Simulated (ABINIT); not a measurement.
# A GW chain in ABINIT: CsPbCl3 (Pm-3m), part 2 of 3

Aim: the G0W0 gap of CsPbCl3 (Pm-3m) on PBE, step by step.

ABINIT 10.8.3; PBE and many-body steps on it, plane waves. Known limits of the many-body steps: not at the basis limit; no spin-orbit coupling; coarse k mesh.

So far. Step 2 (Ground state): The gap is direct, at (0.500, 0.500, 0.500).

## (3) Bands along the symmetry lines

Level of this step: DFT, PBE, plane waves, norm-conserving pseudopotentials (ABINIT).

The cheap functional maps the bands first; the places of the edges decide which points the dearer methods must see.

File run.abi:

```
acell 3*1.0 Angstrom
rprim 
  5.605000000000 0.000000000000 0.000000000000
  0.000000000000 5.605000000000 0.000000000000
  0.000000000000 0.000000000000 5.605000000000
ntypat 3
znucl 55 82 17
natom 5
typat 1 2 3 3 3
xred 
  0.000000000000 0.000000000000 0.000000000000
  0.500000000000 0.500000000000 0.500000000000
  0.500000000000 0.500000000000 0.000000000000
  0.000000000000 0.500000000000 0.500000000000
  0.500000000000 0.000000000000 0.500000000000
pp_dirpath "pseudos"
pseudos "Cs.upf, Pb.upf, Cl.upf"
ecut 32
iscf -2
irdden 1
kptopt 0
nkpt 26
kpt 
  0.00000000 0.00000000 0.00000000
  0.00000000 0.12500000 0.00000000
  0.00000000 0.25000000 0.00000000
  0.00000000 0.37500000 0.00000000
  0.00000000 0.50000000 0.00000000
  0.12500000 0.50000000 0.00000000
  0.25000000 0.50000000 0.00000000
  0.37500000 0.50000000 0.00000000
  0.50000000 0.50000000 0.00000000
  0.37500000 0.37500000 0.00000000
  0.25000000 0.25000000 0.00000000
  0.12500000 0.12500000 0.00000000
  0.00000000 0.00000000 0.00000000
  0.12500000 0.12500000 0.12500000
  0.25000000 0.25000000 0.25000000
  0.37500000 0.37500000 0.37500000
  0.50000000 0.50000000 0.50000000
  0.37500000 0.50000000 0.37500000
  0.25000000 0.50000000 0.25000000
  0.12500000 0.50000000 0.12500000
  0.00000000 0.50000000 0.00000000
  0.50000000 0.50000000 0.50000000
  0.50000000 0.50000000 0.37500000
  0.50000000 0.50000000 0.25000000
  0.50000000 0.50000000 0.12500000
  0.50000000 0.50000000 0.00000000
istwfk *1
nband 33
nbdbuf 2
tolwfr 1e-08
nstep 40
prtwf 0
prtvol 0
indata_prefix "in"
outdata_prefix "out"
tmpdata_prefix "tmp"
```

Run with:

```console
OMP_NUM_THREADS=1 mpirun -n 4 abinit run.abi > log
```

Numbers of over 12 decimals in the logs are rounded to 6 here.

What it wrote:

```text
.Version 10.8.3 of ABINIT. v10.8.2 released Aug 2026.

 Symmetries : space group Pm -3 m (#221); Bravais cP (primitive cubic)
[... echo of the input left out ...]
== DATASET  1 ==================================================================
-   mpi_nproc: 4, omp_nthreads: 1 (-1 if OMP is not activated)

--- !DatasetInfo
iteration_state: {dtset: 1, }
dimensions: {natom: 5, nkpt: 26, mband: 33, nsppol: 1, nspinor: 1, nspden: 1, mpw: 10315, }
cutoff_energies: {ecut:  32.0, pawecutdg:  -1.0, }
electrons: {nelect:   5.20000000E+01, charge:   0.00000000E+00, occopt:   1.00000000E+00, tsmear:   1.00000000E-02, }

 Real(R)+Recip(G) space primitive vectors, cartesian coordinates (Bohr,Bohr^-1):
 R(1)= 10.5919149  0.0000000  0.0000000  G(1)=  0.0944116  0.0000000  0.0000000
 R(2)=  0.0000000 10.5919149  0.0000000  G(2)=  0.0000000  0.0944116  0.0000000
 R(3)=  0.0000000  0.0000000 10.5919149  G(3)=  0.0000000  0.0000000  0.0944116
 Unit cell volume ucvol=  1.1882928E+03 bohr^3
 Angles (23,13,12)=  9.00000000E+01  9.00000000E+01  9.00000000E+01 degrees

 getcut: wavevector=  0.0000  0.0000  0.0000  ngfft=  54  54  54
         ecut(hartree)=     32.000   => boxcut(ratio)=   2.00207

--- Pseudopotential description ------------------------------------------------
- Cs Generated using ONCVPSP code by D. R. Hamann
- 55.00000   9.00000  171031                  znucl, zion, pspdat
12 -101130 3 -1 2414                          pspcod,pspxc,lmax,lloc,mmax
     nproj     2     2     2     2
  pspatm : epsatm=   22.81663564
         --- l  ekb(1:nproj) -->
             0    6.176104    0.756334
             1    6.263084    0.786397
             2    3.737592    0.906929
[...]
pspatm: atomic psp has been read  and splines computed

- Pb Generated using ONCVPSP code by D. R. Hamann
- 82.00000  22.00000  220131                  znucl, zion, pspdat
12 -101130 3 -1 1692                          pspcod,pspxc,lmax,lloc,mmax
     nproj     2     2     2     1
  pspatm : epsatm=   27.21822286
         --- l  ekb(1:nproj) -->
[...]
3    9.337611
 pspatm: atomic psp has been read  and splines computed

- Cl Generated using ONCVPSP code by D. R. Hamann
- 17.00000   7.00000  171031                  znucl, zion, pspdat
12 -101130 2 -1 1028                          pspcod,pspxc,lmax,lloc,mmax
     nproj     2     2     2     0
  pspatm : epsatm=    9.12776517
         --- l  ekb(1:nproj) -->
[...]
pspatm: atomic psp has been read  and splines computed

--------------------------------------------------------------------------------

================================================================================
 prteigrs : about to open file out_EIG
 Non-SCF case, kpt    1 (  0.00000  0.00000  0.00000), residuals and eigenvalues=
  6.30E-09  1.92E-09  4.87E-09  8.05E-09  7.00E-09  3.92E-09  8.29E-09  4.08E-09
[...]
Non-SCF case, kpt   25 (  0.50000  0.50000  0.12500), residuals and eigenvalues=
[...]
Non-SCF case, kpt   26 (  0.50000  0.50000  0.00000), residuals and eigenvalues=
[...]
-2.3826E-02 -2.7424E-03 -2.7424E-03 -1.4325E-03 -1.4325E-03  8.2114E-04
  2.0686E-02  7.2320E-02  1.9495E-01  1.9495E-01  2.8318E-01  3.0027E-01
[...]
--- !ResultsGS
iteration_state: {dtset: 1, }
comment   : Summary of ground state results
lattice_vectors:
- [ 10.5919149,   0.0000000,   0.0000000, ]
- [  0.0000000,  10.5919149,   0.0000000, ]
- [  0.0000000,   0.0000000,  10.5919149, ]
lattice_lengths: [  10.59191,   10.59191,   10.59191, ]
lattice_angles: [ 90.000,  90.000,  90.000, ] # degrees, (23, 13, 12)
lattice_volume:   1.1882928E+03
convergence: {deltae:  0.000E+00, res2:  0.000E+00, residm:  9.999E-09, diffor:  0.000E+00, }
etotal    :  -2.82636524E+02
entropy   :   0.00000000E+00
fermie    :   1.02427899E-01
cartesian_stress_tensor: null
pressure_GPa: null
xred      :
- [  0.0000E+00,   0.0000E+00,   0.0000E+00, Cs]
- [  5.0000E-01,   5.0000E-01,   5.0000E-01, Pb]
- [  5.0000E-01,   5.0000E-01,   0.0000E+00, Cl]
- [  0.0000E+00,   5.0000E-01,   5.0000E-01, Cl]
- [  5.0000E-01,   0.0000E+00,   5.0000E-01, Cl]
cartesian_forces: null
force_length_stats: {min: null, max: null, mean: null, }

 Integrated electronic density in atomic spheres:
 ------------------------------------------------
 Atom  Sphere_radius  Integrated_density
[...]
================================================================================

 ----iterations are completed or convergence reached----

 Mean square residual over all n,k,spin=   68.168E-10; max=  99.992E-10
 reduced coordinates (array xred) for    5 atoms
[...]
0.000000000000      0.500000000000      0.500000000000
       0.500000000000      0.000000000000      0.500000000000

 cartesian coordinates (angstrom) at end:
    1      0.000000     0.000000     0.000000
    2      2.802500     2.802500     2.802500
    3      2.802500     2.802500     0.000000
    4      0.000000     2.802500     2.802500
    5      2.802500     0.000000     2.802500
 length scales=  1.889726125908  1.889726125908  1.889726125908 bohr
              =  1.000000000000  1.000000000000  1.000000000000 angstroms
 prteigrs : about to open file out_EIG
 Eigenvalues (hartree) for nkpt=  26  k points:
 kpt#   1, nband= 33, wtk=  1.00000, kpt=  0.0000  0.0000  0.0000 (reduced coord)
[...]
kpt#   2, nband= 33, wtk=  1.00000, kpt=  0.0000  0.1250  0.0000 (reduced coord)
[...]
kpt#   3, nband= 33, wtk=  1.00000, kpt=  0.0000  0.2500  0.0000 (reduced coord)
[...]
kpt#  25, nband= 33, wtk=  1.00000, kpt=  0.5000  0.5000  0.1250 (reduced coord)
[...]
0.32530
 kpt#  26, nband= 33, wtk=  1.00000, kpt=  0.5000  0.5000  0.0000 (reduced coord)
[...]
-0.19641   -0.06162   -0.02383   -0.00274   -0.00274   -0.00143   -0.00143    0.00082
   0.02069    0.07232    0.19495    0.19495    0.28318    0.30027    0.31371    0.32720
   0.33270

== END DATASET(S) ==============================================================
================================================================================

 -outvars: echo values of variables after computation  --------
            nband          33
             nkpt          26
          spgroup         221
 [... the other variables as echoed above ...]

 Calculation completed.
```

The job ended after 55 s (4 MPI ranks of Arm Neoverse V2, shared host; peak memory 0.44 GiB; 3.6 min of CPU time).

Numbers from this step:

```yaml
gap: 1.932 eV
k_of_the_valence_top: 0.5, 0.5, 0.5
k_of_the_conduction_bottom: 0.5, 0.5, 0.5
least_direct_gap: 1.932 eV
```

The gap is 1.932 eV, as in the run before at this level.

Electronic bands along the path, in eV, zero at the top of the highest filled band:

| point | band 23 | band 24 | band 25 | band 26 | band 27 | band 28 | band 29 | band 30 |
| --- | --- | --- | --- | --- | --- | --- | --- | --- |
| Γ | -2.64 | -2.54 | -2.54 | -2.54 | 3.34 | 4.28 | 4.28 | 5.19 |
| halfway | -2.69 | -2.59 | -2.59 | -2.44 | 3.85 | 4.63 | 4.69 | 4.83 |
| X | -2.74 | -2.64 | -2.64 | -1.69 | 3.02 | 4.68 | 5.19 | 5.33 |
| halfway | -2.73 | -2.65 | -2.40 | -1.46 | 2.76 | 4.07 | 5.10 | 5.16 |
| M | -2.83 | -2.76 | -2.22 | -0.82 | 2.52 | 2.52 | 4.92 | 5.38 |
| halfway | -2.66 | -2.63 | -2.43 | -2.26 | 4.08 | 4.25 | 4.63 | 5.04 |
| Γ | -2.64 | -2.54 | -2.54 | -2.54 | 3.34 | 4.28 | 4.28 | 5.19 |
| halfway | -2.45 | -2.45 | -2.44 | -2.10 | 3.91 | 3.91 | 3.99 | 4.88 |
| R | -2.21 | -2.21 | -2.21 | 0.00 | 1.93 | 1.93 | 1.93 | 5.10 |
| halfway | -2.49 | -2.46 | -2.36 | -1.26 | 2.48 | 3.67 | 3.83 | 5.20 |
| X | -2.74 | -2.64 | -2.64 | -1.69 | 3.02 | 4.68 | 5.19 | 5.33 |
| jump to R | -2.21 | -2.21 | -2.21 | 0.00 | 1.93 | 1.93 | 1.93 | 5.10 |
| halfway | -2.44 | -2.44 | -2.22 | -0.62 | 2.22 | 2.22 | 3.49 | 5.46 |
| M | -2.83 | -2.76 | -2.22 | -0.82 | 2.52 | 2.52 | 4.92 | 5.38 |

## (4) Empty states on the mesh, 2×2×2 mesh, 257 bands

The sums over transitions need many empty states on a uniform mesh; this step solves for them.

File run.abi:

```
acell 3*1.0 Angstrom
rprim 
  5.605000000000 0.000000000000 0.000000000000
  0.000000000000 5.605000000000 0.000000000000
  0.000000000000 0.000000000000 5.605000000000
ntypat 3
znucl 55 82 17
natom 5
typat 1 2 3 3 3
xred 
  0.000000000000 0.000000000000 0.000000000000
  0.500000000000 0.500000000000 0.500000000000
  0.500000000000 0.500000000000 0.000000000000
  0.000000000000 0.500000000000 0.500000000000
  0.500000000000 0.000000000000 0.500000000000
pp_dirpath "pseudos"
pseudos "Cs.upf, Pb.upf, Cl.upf"
ecut 32
ngkpt 2 2 2
nshiftk 1
shiftk 0 0 0
kptopt 1
chksymbreak 0
iscf -2
irdden 1
istwfk *1
nband 257
nbdbuf 22
tolwfr 1e-09
nstep 60
prtvol 0
indata_prefix "in"
outdata_prefix "out"
tmpdata_prefix "tmp"
```

What it wrote:

```text
.Version 10.8.3 of ABINIT. v10.8.2 released Aug 2026.

 Symmetries : space group Pm -3 m (#221); Bravais cP (primitive cubic)
[... echo of the input left out ...]
== DATASET  1 ==================================================================
-   mpi_nproc: 4, omp_nthreads: 1 (-1 if OMP is not activated)

--- !DatasetInfo
iteration_state: {dtset: 1, }
dimensions: {natom: 5, nkpt: 4, mband: 257, nsppol: 1, nspinor: 1, nspden: 1, mpw: 10280, }
cutoff_energies: {ecut:  32.0, pawecutdg:  -1.0, }
electrons: {nelect:   5.20000000E+01, charge:   0.00000000E+00, occopt:   1.00000000E+00, tsmear:   1.00000000E-02, }

 Real(R)+Recip(G) space primitive vectors, cartesian coordinates (Bohr,Bohr^-1):
 R(1)= 10.5919149  0.0000000  0.0000000  G(1)=  0.0944116  0.0000000  0.0000000
 R(2)=  0.0000000 10.5919149  0.0000000  G(2)=  0.0000000  0.0944116  0.0000000
 R(3)=  0.0000000  0.0000000 10.5919149  G(3)=  0.0000000  0.0000000  0.0944116
 Unit cell volume ucvol=  1.1882928E+03 bohr^3
 Angles (23,13,12)=  9.00000000E+01  9.00000000E+01  9.00000000E+01 degrees

 getcut: wavevector=  0.0000  0.0000  0.0000  ngfft=  54  54  54
         ecut(hartree)=     32.000   => boxcut(ratio)=   2.00207

--- Pseudopotential description ------------------------------------------------
- Cs Generated using ONCVPSP code by D. R. Hamann
- 55.00000   9.00000  171031                  znucl, zion, pspdat
12 -101130 3 -1 2414                          pspcod,pspxc,lmax,lloc,mmax
     nproj     2     2     2     2
  pspatm : epsatm=   22.81663564
         --- l  ekb(1:nproj) -->
             0    6.176104    0.756334
             1    6.263084    0.786397
             2    3.737592    0.906929
[...]
pspatm: atomic psp has been read  and splines computed

- Pb Generated using ONCVPSP code by D. R. Hamann
- 82.00000  22.00000  220131                  znucl, zion, pspdat
12 -101130 3 -1 1692                          pspcod,pspxc,lmax,lloc,mmax
     nproj     2     2     2     1
  pspatm : epsatm=   27.21822286
         --- l  ekb(1:nproj) -->
[...]
3    9.337611
 pspatm: atomic psp has been read  and splines computed

- Cl Generated using ONCVPSP code by D. R. Hamann
- 17.00000   7.00000  171031                  znucl, zion, pspdat
12 -101130 2 -1 1028                          pspcod,pspxc,lmax,lloc,mmax
     nproj     2     2     2     0
  pspatm : epsatm=    9.12776517
         --- l  ekb(1:nproj) -->
[...]
pspatm: atomic psp has been read  and splines computed

--------------------------------------------------------------------------------

================================================================================
 prteigrs : about to open file out_EIG
 Non-SCF case, kpt    1 (  0.00000  0.00000  0.00000), residuals and eigenvalues=
  6.79E-10  2.61E-10  6.98E-10  9.64E-10  9.96E-10  2.63E-10  3.02E-10  1.20E-10
  1.79E-10  1.83E-10  5.13E-10  2.02E-10  2.72E-10  1.99E-10  6.28E-10  8.31E-10
  4.12E-10  2.23E-10  6.42E-10  7.97E-10  7.36E-10  7.88E-10  9.68E-10  1.51E-10
[...]
1.19E-04
 -5.0237E+00 -2.8816E+00 -2.8816E+00 -2.8816E+00 -6.8291E-01 -5.1653E-01
 -5.1653E-01 -5.0762E-01 -5.0762E-01 -5.0762E-01 -4.5513E-01 -4.2305E-01
 -4.2305E-01 -1.9776E-01 -1.9776E-01 -1.9776E-01 -1.4101E-01 -6.9483E-02
[...]
2.3270E+00  2.3352E+00  2.3353E+00  2.3358E+00  2.3358E+00  2.3359E+00
  2.3366E+00  2.3366E+00  2.3367E+00  2.3408E+00  2.3410E+00  2.3417E+00
  2.3490E+00  2.3491E+00  2.3496E+00  2.3506E+00  2.3510E+00
 prteigrs : prtvol=0 or 1, do not print more k-points.

--- !ResultsGS
iteration_state: {dtset: 1, }
comment   : Summary of ground state results
lattice_vectors:
- [ 10.5919149,   0.0000000,   0.0000000, ]
- [  0.0000000,  10.5919149,   0.0000000, ]
- [  0.0000000,   0.0000000,  10.5919149, ]
lattice_lengths: [  10.59191,   10.59191,   10.59191, ]
lattice_angles: [ 90.000,  90.000,  90.000, ] # degrees, (23, 13, 12)
lattice_volume:   1.1882928E+03
convergence: {deltae:  0.000E+00, res2:  0.000E+00, residm:  9.980E-10, diffor:  0.000E+00, }
etotal    :  -2.82636524E+02
entropy   :   0.00000000E+00
fermie    :   1.02427899E-01
cartesian_stress_tensor: null
pressure_GPa: null
xred      :
- [  0.0000E+00,   0.0000E+00,   0.0000E+00, Cs]
- [  5.0000E-01,   5.0000E-01,   5.0000E-01, Pb]
- [  5.0000E-01,   5.0000E-01,   0.0000E+00, Cl]
- [  0.0000E+00,   5.0000E-01,   5.0000E-01, Cl]
- [  5.0000E-01,   0.0000E+00,   5.0000E-01, Cl]
cartesian_forces: null
force_length_stats: {min: null, max: null, mean: null, }

 Integrated electronic density in atomic spheres:
 ------------------------------------------------
 Atom  Sphere_radius  Integrated_density
[...]
================================================================================

 ----iterations are completed or convergence reached----

 Mean square residual over all n,k,spin=   48.948E-11; max=  99.799E-11
 reduced coordinates (array xred) for    5 atoms
[...]
0.000000000000      0.500000000000      0.500000000000
       0.500000000000      0.000000000000      0.500000000000

 cartesian coordinates (angstrom) at end:
    1      0.000000     0.000000     0.000000
    2      2.802500     2.802500     2.802500
    3      2.802500     2.802500     0.000000
    4      0.000000     2.802500     2.802500
    5      2.802500     0.000000     2.802500
 length scales=  1.889726125908  1.889726125908  1.889726125908 bohr
              =  1.000000000000  1.000000000000  1.000000000000 angstroms
 prteigrs : about to open file out_EIG
 Eigenvalues (hartree) for nkpt=   4  k points:
 kpt#   1, nband=257, wtk=  0.12500, kpt=  0.0000  0.0000  0.0000 (reduced coord)
[...]
2.32703    2.33524    2.33526    2.33583    2.33584    2.33594    2.33660    2.33662
   2.33674    2.34082    2.34104    2.34174    2.34899    2.34905    2.34957    2.35062
   2.35098
 prteigrs : prtvol=0 or 1, do not print more k-points.

== END DATASET(S) ==============================================================
================================================================================

 -outvars: echo values of variables after computation  --------
            nband         257
             nkpt           4
          spgroup         221
 [... the other variables as echoed above ...]

 Calculation completed.
```

It took 2.2 min on 4 MPI ranks; peak memory 0.5 GiB.

Numbers from this step:

| Item | Value |
| --- | --- |
| gap | 1.932 eV |
| k of the valence top | 0.5, 0.5, 0.5 |
| k of the conduction bottom | 0.5, 0.5, 0.5 |
| least direct gap | 1.932 eV |
| k points computed | 4 |
| lowest point of the top converged band, above the valence top | 58.2609 eV |

On this mesh the gap is 1.932 eV.

## (5) Screening, 2×2×2 mesh, 235 bands, screening to 130.6 eV

The RPA dielectric matrix is built and inverted for each q.

This step: RPA screening on PBE, plane waves, norm-conserving pseudopotentials.

Edit run.abi of step 4 so:

```diff
@@ -23,10 +23,11 @@
 chksymbreak 0
-iscf -2
-irdden 1
 istwfk *1
-nband 257
-nbdbuf 22
-tolwfr 1e-09
-nstep 60
-prtvol 0
+occopt 1
+irdwfk 1
+optdriver 3
+nband 235
+ecuteps 4.8
+inclvkb 2
+awtr 1
+symchi 1
 indata_prefix "in"
```

What it wrote:

```text
.Version 10.8.3 of ABINIT. v10.8.2 released Aug 2026.

 Symmetries : space group Pm -3 m (#221); Bravais cP (primitive cubic)
[... echo of the input left out ...]
== DATASET  1 ==================================================================
-   mpi_nproc: 4, omp_nthreads: 1 (-1 if OMP is not activated)

--- !DatasetInfo
iteration_state: {dtset: 1, }
dimensions: {natom: 5, nkpt: 4, mband: 235, nsppol: 1, nspinor: 1, nspden: 1, mpw: 10280, }
cutoff_energies: {ecut:  32.0, pawecutdg:  -1.0, }
electrons: {nelect:   5.20000000E+01, charge:   0.00000000E+00, occopt:   1.00000000E+00, tsmear:   1.00000000E-02, }

 SCREENING: Calculation of the susceptibility and dielectric matrices

 Based on a program developped by R.W. Godby, V. Olevano, G. Onida, and L. Reining.
 Incorporated in ABINIT by V. Olevano, G.-M. Rignanese, and M. Torrent.
.Using double precision arithmetic ; gwpc =  8

[... cell and pseudopotentials left out ...]
--------------------------------------------------------------------------------

 ==== K-mesh for the wavefunctions ====
 Number of points in the irreducible wedge :     4
[... list of points left out ...]
 Together with 48 symmetry operations and time-reversal symmetry
 yields     8 points in the full Brillouin Zone.

 ==== Q-mesh for the screening function ====
 Number of points in the irreducible wedge :     4
[... list of points left out ...]
 Together with 48 symmetry operations and time-reversal symmetry
 yields     8 points in the full Brillouin Zone.

 setmesh: FFT mesh size selected  =    40x   40x   40
          total number of points  =        64000

 vcoul_init : cutoff-mode = AUXILIARY_FUNCTION
 q-points for optical limit:   1
     1)      0.000010    0.000020    0.000030

- screening: taking advantage of time-reversal symmetry
- Maximum band index for partially occupied states nbvw = 26
- Remaining bands to be divided among processors   nbcw = 209
- Number of bands treated by each node ~52

 Number of electrons calculated from density =   52.0000; Expected =   52.0000
 average of density, n =  0.043760
 r_s =    1.7604
 omega_plasma =   20.1788 [eV]

 calculating chi0 at frequencies [eV] :
  1    0.000000E+00    0.000000E+00
  2    0.000000E+00    2.017881E+01

--------------------------------------------------------------------------------
  q-point number  1        q = ( 0.000000, 0.000000, 0.000000) [r.l.u.]
--------------------------------------------------------------------------------
[... chi0 elements left out ...]
 For q-point:  0.000010 0.000020 0.000030
  dielectric constant =   7.2240
  dielectric constant without local fields =   8.2197

  Average fulfillment of the sum rule on Im[epsilon] for q-point    1 :     71.81  [%]
[... wings left out ...]
  q-point number  2        q = ( 0.500000, 0.000000, 0.000000) [r.l.u.]
--------------------------------------------------------------------------------
[... chi0 elements left out ...]
  Average fulfillment of the sum rule on Im[epsilon] for q-point    2 :     77.30  [%]

 [... 2 further q-points ...]
```

Elapsed: 75 s, on 4 MPI ranks; peak memory 2.2 GiB; 5 min of CPU time.

This step gave:

| Quantity | Value |
| --- | --- |
| ε∞ with local fields, on this mesh, along the program's q direction | 7.224 |
| the same without local fields | 8.220 |
| plasma frequency | 20.18 eV |
| plane waves in the screening matrix | 619 |

Local fields lower ε∞ by 12 %. On a Γ-centred mesh this coarse the value itself is usually too large, while a short band sum pulls it down.

(Part 2 of 3 ends here.)

[Paths, hosts, dates, memory and timing lines, banners, echoed tables and standing remarks are left out of the program output.]

[Logs are printed without paths, hosts, clocks, repeated set-up lines and the standing remarks that a program may print on its own settings, such as how far it seeks lower states.]

[Runs of the session that timed out or met a known fault of the program may be left out.]

[Hosts, paths, dates, database ids (printed as entryN), source tags and the programs' standing remarks are cut or masked in the printed files.]

[G0W0 gaps are taken among the corrected bands and points alone; a level outside them can change the order at an edge.]

[Where Ansatz stands beside ABINIT at settings called matched, ABINIT's density can come from a denser mesh and the files from another edition; pairs whose starting gaps differed by over 0.03 eV were left out, so agreement reads better than it is.]
